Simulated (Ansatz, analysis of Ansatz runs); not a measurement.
## A hop of O in Na2WO4 (Fd-3m), charge −2

Aim: the barrier of one jump in Na2WO4 (Fd-3m) at charge −2: O_i hop between interstitial places. The model is a cell of 56 host atoms with 1 O put in; O is the atom that moves.

Main program and level: Ansatz 0.2.0; plane-wave PAW DFT, PBEsol; nudged elastic band between two relaxed defect structures at fixed charge in a uniform background.

### 1. The starting structure

The cell holds 57 atoms: 16 Na, 8 W and 33 O. Cell: a = 9.109 Å, b = 9.109 Å, c = 9.109 Å, α = 90.0°, β = 90.0°, γ = 90.0°. It derives from Na2WO4 (space group Fd-3m). Nearest the centre at fractional (0.512, 0.512, 0.352): O52 at 1.35 Å, W24 at 1.36 Å, O57 at 1.46 Å, O53 at 1.64 Å, Na16 at 2.53 Å, O31 at 2.64 Å, O26 at 2.64 Å, Na9 at 2.71 Å. The cell carries charge −2.

The cell's shortest repeat is 9.1 Å.

### 2. Relaxation of the start point, charge −2

The ends come first: from an unrelaxed start the top is counted from too high an energy, and the barrier comes out too low. Small random displacements break the symmetry of the ideal sites, so that the defect can distort if it gains by it. The charge of −2 is set by the electron count, and a uniform background keeps the cell neutral.

Input file qm2.start/input.yaml:

```yaml
crystal:
  lattice:
    - [9.1091061, 0.0, 0.0]
    - [0.0, 9.1091061, 0.0]
    - [0.0, 0.0, 9.1091061]
  atoms:
    - { symbol: Na, position: [0.125, 0.375, 0.375] }
    - { symbol: Na, position: [0.125, 0.875, 0.875] }
    - { symbol: Na, position: [0.625, 0.375, 0.875] }
    - { symbol: Na, position: [0.625, 0.875, 0.375] }
    - { symbol: Na, position: [0.375, 0.125, 0.375] }
    - { symbol: Na, position: [0.375, 0.625, 0.875] }
    - { symbol: Na, position: [0.875, 0.125, 0.875] }
    - { symbol: Na, position: [0.875, 0.625, 0.375] }
    - { symbol: Na, position: [0.375, 0.375, 0.125] }
    - { symbol: Na, position: [0.375, 0.875, 0.625] }
    - { symbol: Na, position: [0.875, 0.375, 0.625] }
    - { symbol: Na, position: [0.875, 0.875, 0.125] }
    - { symbol: Na, position: [0.125, 0.125, 0.125] }
    - { symbol: Na, position: [0.125, 0.625, 0.625] }
    - { symbol: Na, position: [0.625, 0.125, 0.625] }
    - { symbol: Na, position: [0.625, 0.625, 0.125] }
    - { symbol: W, position: [0.25, 0.25, 0.75] }
    - { symbol: W, position: [0.25, 0.75, 0.25] }
    - { symbol: W, position: [0.75, 0.25, 0.25] }
    - { symbol: W, position: [0.75, 0.75, 0.75] }
    - { symbol: W, position: [0.0, 0.0, 0.5] }
    - { symbol: W, position: [0.0, 0.5, 0.0] }
    - { symbol: W, position: [0.5, 0.0, 0.0] }
    - { symbol: W, position: [0.5, 0.5, 0.5] }
    - { symbol: O, position: [0.36328797, 0.13671203, 0.63671203] }
    - { symbol: O, position: [0.36328797, 0.63671203, 0.13671203] }
    - { symbol: O, position: [0.86328797, 0.13671203, 0.13671203] }
    - { symbol: O, position: [0.86328797, 0.63671203, 0.63671203] }
    - { symbol: O, position: [0.13671203, 0.36328797, 0.63671203] }
    - { symbol: O, position: [0.13671203, 0.86328797, 0.13671203] }
    - { symbol: O, position: [0.63671203, 0.36328797, 0.13671203] }
    - { symbol: O, position: [0.63671203, 0.86328797, 0.63671203] }
    - { symbol: O, position: [0.13671203, 0.13671203, 0.86328797] }
    - { symbol: O, position: [0.13671203, 0.63671203, 0.36328797] }
    - { symbol: O, position: [0.63671203, 0.13671203, 0.36328797] }
    - { symbol: O, position: [0.63671203, 0.63671203, 0.86328797] }
    - { symbol: O, position: [0.36328797, 0.36328797, 0.86328797] }
    - { symbol: O, position: [0.36328797, 0.86328797, 0.36328797] }
    - { symbol: O, position: [0.86328797, 0.36328797, 0.36328797] }
    - { symbol: O, position: [0.86328797, 0.86328797, 0.86328797] }
    - { symbol: O, position: [0.38671203, 0.11328797, 0.11328797] }
    - { symbol: O, position: [0.38671203, 0.61328797, 0.61328797] }
    - { symbol: O, position: [0.88671203, 0.11328797, 0.61328797] }
    - { symbol: O, position: [0.88671203, 0.61328797, 0.11328797] }
    - { symbol: O, position: [0.11328797, 0.38671203, 0.11328797] }
    - { symbol: O, position: [0.11328797, 0.88671203, 0.61328797] }
    - { symbol: O, position: [0.61328797, 0.38671203, 0.61328797] }
    - { symbol: O, position: [0.61328797, 0.88671203, 0.11328797] }
    - { symbol: O, position: [0.11328797, 0.11328797, 0.38671203] }
    - { symbol: O, position: [0.11328797, 0.61328797, 0.88671203] }
    - { symbol: O, position: [0.61328797, 0.11328797, 0.88671203] }
    - { symbol: O, position: [0.61328797, 0.61328797, 0.38671203] }
    - { symbol: O, position: [0.38671203, 0.38671203, 0.38671203] }
    - { symbol: O, position: [0.38671203, 0.88671203, 0.88671203] }
    - { symbol: O, position: [0.88671203, 0.38671203, 0.88671203] }
    - { symbol: O, position: [0.88671203, 0.88671203, 0.38671203] }
    - { symbol: O, position: [0.625, 0.398085, 0.351915] }
total_charge: -2
basis:
  ecutwfc: 420
  xc_grid: 2
hamiltonian:
  xc: pbesol
kpoints:
  mp_grid: { grid: [1, 1, 1], shift: [0.25, 0.25, 0.25] }
scf:
  occupations: { method: fixed }
  max_iter: 120
output:
  forces: true
relax:
  f_tol: 0.02
  max_steps: 70
  random_displacement: { amplitude: 0.03, seed: 5263 }
```

Command:

```bash
$ ansatz run input.yaml --threads 4 --pin off --max-ram 14131MiB --backend cpu --events-out ev --progress --plain --runs-dir out
```

Numbers of over 12 decimals in the logs are rounded to 6 here.

Log:

```text
[... repeated set-up lines and file paths are left out, and long positions are rounded to six places ...]
The last accepted step is kept in <dir> (removed where the run ends without a failure and the disk answers)
Engine: ansatz 0.2.0, aarch64-unknown-linux-gnu
Pseudopotentials: kind: paw
Pseudopotential: Na, paw, valence charge 9, recommended cutoff 420 eV (normal), Na.paw.azcp
Pseudopotential: W, paw, valence charge 14, recommended cutoff 420 eV (normal), W.paw.azcp
Pseudopotential: O, paw, valence charge 6, recommended cutoff 420 eV (normal), O.paw.azcp
Functional definition: PBEsol
  exchange = pbesol_x
  correlation = pbesol_c
Crystal: 57 atoms, lattice volume = 755.835 Å³
Basis set: ecut = 420 eV, 14771 PW (Γ), exchange–correlation on 128×128×128 points (8 copies of the dense FFT grid, shifted against one another)
Bands: 285, of which v1, the nominal top of the filled ones, is band 228 counted from 1 (227 counted from 0)
Symmetry: 1 space group operations
k-points: 1
Non-local potential: Na, projectors of the file, l = 0: 3, l = 1: 2, l = 2: 1
Non-local potential: W, projectors of the file, l = 0: 3, l = 1: 2, l = 2: 2, l = 3: 1
Non-local potential: O, projectors of the file, l = 0: 2, l = 1: 2, l = 2: 1
PAW form: soft (Blöchl's): semilocal exchange-correlation on the pseudo side does not see the compensation charge
PAW frozen core: Na, regenerated for the run's functional, and the local potential with it (the file was generated under x = pbe(κ = 0.804, μ = 0.219515), c = pbe(β = 0.066725))
PAW frozen core: W, regenerated for the run's functional, and the local potential with it (the file was generated under x = pbe(κ = 0.804, μ = 0.219515), c = pbe(β = 0.066725))
PAW frozen core: O, regenerated for the run's functional, and the local potential with it (the file was generated under x = pbe(κ = 0.804, μ = 0.219515), c = pbe(β = 0.066725))
PAW one-centre angular grid: Na, 110 points (default); XC on 64 Gauss nodes
PAW one-centre angular grid: W, 590 points (default); XC on 64 Gauss nodes
PAW one-centre angular grid: O, 110 points (default); XC on 64 Gauss nodes
Initial density: superposition of atomic densities (neutral atoms scaled as one to the charged cell's electrons: chi_scale 0, normalization atom), corrected by the library's trained network
Initial wavefunctions: pseudopotential atomic-orbital guess
Functional: x = pbesol(κ = 0.804, μ = 0.123457), c = pbesol(β = 0.046)
SCF iter   1: F=—  HF=-124193.021220 eV  |F-HF|=—  |Δ(HF+E_count)|=         —  Δρ=3.09e-2  dr2=1.05e1  ethr=1.77e-3  ⟨swp⟩=5.0  Hψ=831  notcnv=0  defer=47
preconditioner: auto → Resta (q_TF=auto, 2.508 Å⁻¹)  ε∞=3.5  [insulator: Δε(μ)=2.574 eV  Ē_g=16.091 eV  n_scr=202 (ndim 8)  ℏωp=25.6 eV  f_vac=0.050  ε∞_Penn≈3.5]
SCF iter   2: F=—  HF=-124191.027462 eV  |F-HF|=—  |Δ(HF+E_count)|=    1.99e0  Δρ=5.49e-2  dr2=3.65e1  ethr=1.77e-3  ⟨swp⟩=3.0  Hψ=422  notcnv=0  defer=48  recentre
SCF iter   3: F=—  HF=-124191.757964 eV  |F-HF|=—  |Δ(HF+E_count)|=   7.31e-1  Δρ=2.02e-2  dr2=6.14e0  ethr=1.77e-3  ⟨swp⟩=2.0  Hψ=441  notcnv=0  defer=52
SCF iter   4: F=—  HF=-124190.875390 eV  |F-HF|=—  |Δ(HF+E_count)|=   8.83e-1  Δρ=1.22e-2  dr2=2.92e0  ethr=1.35e-3  ⟨swp⟩=2.0  Hψ=307  notcnv=0  defer=44
SCF iter   5: F=—  HF=-124190.279110 eV  |F-HF|=—  |Δ(HF+E_count)|=   5.96e-1  Δρ=4.10e-3  dr2=1.47e-1  ethr=6.39e-4  ⟨swp⟩=2.0  Hψ=314  notcnv=0  defer=53
SCF iter   6: F=—  HF=-124190.312881 eV  |F-HF|=—  |Δ(HF+E_count)|=   3.38e-2  Δρ=6.35e-3  dr2=5.86e-1  ethr=3.23e-5  ⟨swp⟩=3.0  Hψ=421  notcnv=0  defer=55
SCF iter   7: F=—  HF=-124190.254909 eV  |F-HF|=—  |Δ(HF+E_count)|=   5.80e-2  Δρ=1.76e-3  dr2=2.84e-2  ethr=3.23e-5  ⟨swp⟩=2.0  Hψ=343  notcnv=0  defer=55
SCF iter   8: F=—  HF=-124190.254623 eV  |F-HF|=—  |Δ(HF+E_count)|=   2.86e-4  Δρ=1.48e-3  dr2=2.93e-2  ethr=6.22e-6  ⟨swp⟩=2.0  Hψ=417  notcnv=0  defer=55
SCF iter   9: F=—  HF=-124190.253471 eV  |F-HF|=—  |Δ(HF+E_count)|=   1.15e-3  Δρ=7.61e-4  dr2=6.55e-3  ethr=6.22e-6  ⟨swp⟩=2.0  Hψ=246  notcnv=0  defer=50
SCF iter  10: F=—  HF=-124190.261924 eV  |F-HF|=—  |Δ(HF+E_count)|=   8.45e-3  Δρ=1.92e-4  dr2=5.25e-4  ethr=1.44e-6  ⟨swp⟩=2.0  Hψ=244  notcnv=0  defer=44
SCF iter  11: F=—  HF=-124190.261918 eV  |F-HF|=—  |Δ(HF+E_count)|=   5.49e-6  Δρ=1.07e-4  dr2=1.57e-4  ethr=1.15e-7  ⟨swp⟩=2.0  Hψ=337  notcnv=0  defer=44
SCF iter  12: F=-124190.261912 eV  HF=-124190.261912 eV  |F-HF|=4.37e-7  |Δ(HF+E_count)|=   6.63e-6  Δρ=1.66e-5  dr2=2.25e-6  ethr=2.19e-9  ⟨swp⟩=3.0  Hψ=895  notcnv=0
SCF 1 converged in 12 iterations: F = -124190.261912 eV  dr2 = 2.25e-6
  greatest PAW one-centre occupation: 1.000 electrons in one spin orbital (limit 2), on the W atom at site 20 (counted from 0), in its partial waves of l = 0
relax step   1: F+E_penalty+E_count = -124190.26191221 eV  Δ(F+E_penalty+E_count) = +0.000e0 eV  max|allowed force component| = 6.203e0 eV/Å  Δτ_max = 0.0000 Å  (12 SCF iters, dr2 threshold 1.00e-5 eV, accepted)
[... the SCF cycles and remarks between the steps are left out from here to the last step ...]
relax step   2: F+E_penalty+E_count = -124194.85797144 eV  Δ(F+E_penalty+E_count) = -4.596e0 eV  max|allowed force component| = 3.029e0 eV/Å  Δτ_max = 0.1948 Å  (7 SCF iters, dr2 threshold 1.00e-4 eV, accepted)
relax step   3: F+E_penalty+E_count = -124196.05689082 eV  Δ(F+E_penalty+E_count) = -1.199e0 eV  max|allowed force component| = 1.969e0 eV/Å  Δτ_max = 0.1949 Å  (6 SCF iters, dr2 threshold 1.00e-4 eV, accepted)
relax step   4: F+E_penalty+E_count = -124196.40820594 eV  Δ(F+E_penalty+E_count) = -3.513e-1 eV  max|allowed force component| = 4.524e-1 eV/Å  Δτ_max = 0.0654 Å  (6 SCF iters, dr2 threshold 1.00e-4 eV, accepted)
relax step   5: F+E_penalty+E_count = -124196.50665557 eV  Δ(F+E_penalty+E_count) = -9.845e-2 eV  max|allowed force component| = 3.508e-1 eV/Å  Δτ_max = 0.0889 Å  (7 SCF iters, dr2 threshold 1.28e-5 eV, accepted)
relax step   6: F+E_penalty+E_count = -124196.60611939 eV  Δ(F+E_penalty+E_count) = -9.946e-2 eV  max|allowed force component| = 1.669e-1 eV/Å  Δτ_max = 0.2000 Å  (7 SCF iters, dr2 threshold 7.69e-6 eV, accepted)
relax step   7: F+E_penalty+E_count = -124196.62087494 eV  Δ(F+E_penalty+E_count) = -1.476e-2 eV  max|allowed force component| = 3.099e-1 eV/Å  Δτ_max = 0.1951 Å  (7 SCF iters, dr2 threshold 6.31e-6 eV, accepted)
relax step   8: F+E_penalty+E_count = -124196.65369445 eV  Δ(F+E_penalty+E_count) = -3.282e-2 eV  max|allowed force component| = 2.577e-1 eV/Å  Δτ_max = 0.2000 Å  (7 SCF iters, dr2 threshold 2.17e-5 eV, accepted)
relax step   9: F+E_penalty+E_count = -124196.66694254 eV  Δ(F+E_penalty+E_count) = -1.325e-2 eV  max|allowed force component| = 4.040e-2 eV/Å  Δτ_max = 0.0953 Å  (6 SCF iters, dr2 threshold 4.59e-5 eV, accepted)
relax step  10: F+E_penalty+E_count = -124196.66695318 eV  Δ(F+E_penalty+E_count) = -1.064e-5 eV  max|allowed force component| = 4.053e-2 eV/Å  Δτ_max = 0.0000 Å  (5 SCF iters, accepted)
SCF iter   1: F=—  HF=-124196.666604 eV  |F-HF|=—  |Δ(HF+E_count)|=         —  Δρ=1.37e-3  dr2=8.84e-3  ethr=1.58e-5  ⟨swp⟩=4.0  Hψ=509  notcnv=0  defer=55
SCF iter   2: F=—  HF=-124196.664728 eV  |F-HF|=—  |Δ(HF+E_count)|=   1.88e-3  Δρ=7.57e-4  dr2=2.58e-3  ethr=1.94e-6  ⟨swp⟩=2.0  Hψ=484  notcnv=0  defer=52
SCF iter   3: F=—  HF=-124196.664191 eV  |F-HF|=—  |Δ(HF+E_count)|=   5.37e-4  Δρ=4.66e-4  dr2=1.63e-3  ethr=5.66e-7  ⟨swp⟩=2.0  Hψ=424  notcnv=0  defer=45
SCF iter   4: F=—  HF=-124196.663873 eV  |F-HF|=—  |Δ(HF+E_count)|=   3.18e-4  Δρ=6.09e-5  dr2=2.17e-5  ethr=3.58e-7  ⟨swp⟩=2.0  Hψ=409  notcnv=0  defer=41
SCF iter   5: F=—  HF=-124196.668176 eV  |F-HF|=—  |Δ(HF+E_count)|=   4.30e-3  Δρ=4.83e-5  dr2=1.47e-5  ethr=4.76e-9  ⟨swp⟩=3.0  Hψ=465  notcnv=0  defer=41
SCF iter   6: F=—  HF=-124196.668176 eV  |F-HF|=—  |Δ(HF+E_count)|=   6.75e-9  Δρ=1.16e-5  dr2=8.10e-7  ethr=3.23e-9  ⟨swp⟩=2.0  Hψ=360  notcnv=0  defer=41
SCF iter   7: F=—  HF=-124196.668177 eV  |F-HF|=—  |Δ(HF+E_count)|=   7.90e-7  Δρ=6.62e-6  dr2=3.19e-7  ethr=1.78e-10  ⟨swp⟩=2.0  Hψ=461  notcnv=0  defer=41
SCF iter   8: F=-124196.668177 eV  HF=-124196.668177 eV  |F-HF|=3.18e-8  |Δ(HF+E_count)|=   4.67e-9  Δρ=2.83e-6  dr2=5.73e-8  ethr=2.19e-11  ⟨swp⟩=2.0  Hψ=879  notcnv=0
SCF 11 converged in 8 iterations: F = -124196.668177 eV  dr2 = 5.73e-8
relax step  11: F+E_penalty+E_count = -124196.66817664 eV  Δ(F+E_penalty+E_count) = -1.223e-3 eV  max|allowed force component| = 1.214e-2 eV/Å  Δτ_max = 0.0280 Å  (8 SCF iters, accepted)
SCF converged after 8 iterations
Free energy (F): -124196.668177 eV
Harris-Foulkes:  -124196.668177 eV  (|F-HF|=3.18e-8)
Internal energy: -124196.668177 eV  (E = F + TS)
E sigma→0 (E₀):  -124196.668177 eV
Fermi energy:    6.199680 eV
--- Per-component energies (eV) ---
  E_band       = -5746.302059
  E_kinetic    = 11299.165145
  E_local      = -40449.781091  (includes V_loc(G=0)·N_el)
  E_nonlocal   = 3472.573727
  E_hartree    = 14263.718998
  E_xc         = -5142.456573
  E_vxc        = -5788.695245  (∫ρ·V_xc dr)
  E_paw        = -76565.425006  (= ΣΔE_a)
  E_vpaw       = -2807.084376  (= ΣTr[D̂ρ^β])
  E_aug_tail   = 0.080793  (compensation charges beyond the density's cutoff)
  E_ewald      = -31078.358109
  E_core_change = 3.813939  (= ΣΔE_core)
  E_smearing   = -0.000000  (= −TS)
  E_closure    = 0.000000  (closes the sum)
  E_deformation_potential = -28.737320  (in the stress; not in F)
  Σ components = -124196.668177   (vs F -124196.668177, Δ=0.00e0)
--- Forces (eV/Å), atoms counted from 1 ---
  atom   1  Na     0.00116680     0.00125807     0.00067024
  atom   2  Na     0.00031707     0.00012941     0.00011915
  [... 6 atoms left out ...]
  atom   9  Na    -0.00217847    -0.00027068     0.00087473
  [... 6 atoms left out ...]
  atom  16  Na    -0.00216212    -0.00119325     0.00143770
  [... 7 atoms left out ...]
  atom  24  W     -0.00985785     0.00799201     0.00541170
  [... 1 atom left out ...]
  atom  26  O      0.00087663     0.00071378     0.00032111
  [... 4 atoms left out ...]
  atom  31  O     -0.00393028     0.00422109     0.00199106
  [... 10 atoms left out ...]
  atom  42  O      0.00276656    -0.00064873    -0.00473135
  [... 4 atoms left out ...]
  atom  47  O      0.00083976     0.00129890     0.00477814
  [... 4 atoms left out ...]
  atom  52  O     -0.00514690    -0.00629202     0.00316874
  atom  53  O     -0.00035021     0.00183370    -0.00312626
  [... 3 atoms left out ...]
  atom  57  O      0.01214201    -0.01174048    -0.00903281
  max |Σ_I F_I| component: 2.11e-4 eV/Å
--- Relaxed structure (11 steps of the walk, 11 accepted, 0 SCFs on fresh bases) ---
  F+E_penalty+E_count = -124196.66817664 eV   max|allowed force component| = 1.214e-2 eV/Å
  atoms:
    - { symbol: Na, position: [0.134260, 0.378861, 0.376110] }
    - { symbol: Na, position: [0.128679, 0.875809, 0.870850] }
    [... 6 atoms left out ...]
    - { symbol: Na, position: [0.386818, 0.369723, 0.129257] }
    [... 6 atoms left out ...]
    - { symbol: Na, position: [0.622224, 0.609877, 0.142513] }
    [... 7 atoms left out ...]
    - { symbol: W, position: [0.508436, 0.497390, 0.491065] }
    [... 1 atom left out ...]
    - { symbol: O, position: [0.362743, 0.638705, 0.135753] }
    [... 4 atoms left out ...]
    - { symbol: O, position: [0.642877, 0.338059, 0.098452] }
    [... 10 atoms left out ...]
    - { symbol: O, position: [0.377828, 0.584103, 0.622275] }
    [... 4 atoms left out ...]
    - { symbol: O, position: [0.613360, 0.388204, 0.622730] }
    [... 4 atoms left out ...]
    - { symbol: O, position: [0.568575, 0.678976, 0.432284] }
    - { symbol: O, position: [0.375774, 0.388365, 0.387079] }
    [... 3 atoms left out ...]
    - { symbol: O, position: [0.655673, 0.447543, 0.341561] }
```

Wall time 75 s (4 threads of Arm Neoverse V2, shared host); peak memory 1.3 GiB; 4.8 min of CPU time.

Relaxation path:

```csv
step,energy less that of the first step (eV),largest force component (eV/Å)
1,0.0000,6.2030
2,-4.5961,3.0290
3,-5.7950,1.9690
4,-6.1463,0.4524
5,-6.2447,0.3508
6,-6.3442,0.1669
7,-6.3590,0.3099
8,-6.3918,0.2577
9,-6.4050,0.0404
10,-6.4050,0.0405
11,-6.4063,0.0121
```

The atoms that moved most (Å, from the sites as typed, ahead of the random displacement):

```csv
atom,dx,dy,dz,length
O52,-0.407,0.599,0.415,0.835
O57,0.280,0.451,-0.094,0.539
O31,0.056,-0.229,-0.348,0.421
O39,0.332,-0.218,-0.053,0.400
Na10,0.161,-0.312,-0.160,0.386
O42,-0.081,-0.265,0.082,0.289
Na8,-0.183,-0.138,0.027,0.231
Na4,0.055,0.205,-0.063,0.222
```

Neighbours of O57 at the end:

```csv
atom,distance (Å)
W24,1.965
W19,2.016
Na16,2.359
Na8,2.364
O52,2.399
O31,2.432
O39,2.436
O53,2.639
O47,2.646
```

Read from the output:

```
free energy                                                                                       : -124196.6682 eV
r.m.s. move of the farther half of the atoms                                                      : 0.06624 Å
largest move from the ideal geometry of this structure, a common shift of the far atoms taken out : 0.8526 Å
```

The relaxation gained 6.406 eV and ended with a largest force component of 0.012 eV/Å.

[end of part 1 of 4]

[Logs are printed without paths, hosts, clocks, repeated set-up lines and the standing remarks that a program may print on its own settings, such as how far it seeks lower states.]

[Hosts, paths, dates, database ids (printed as entryN), source tags and the programs' standing remarks are cut or masked in the printed files.]
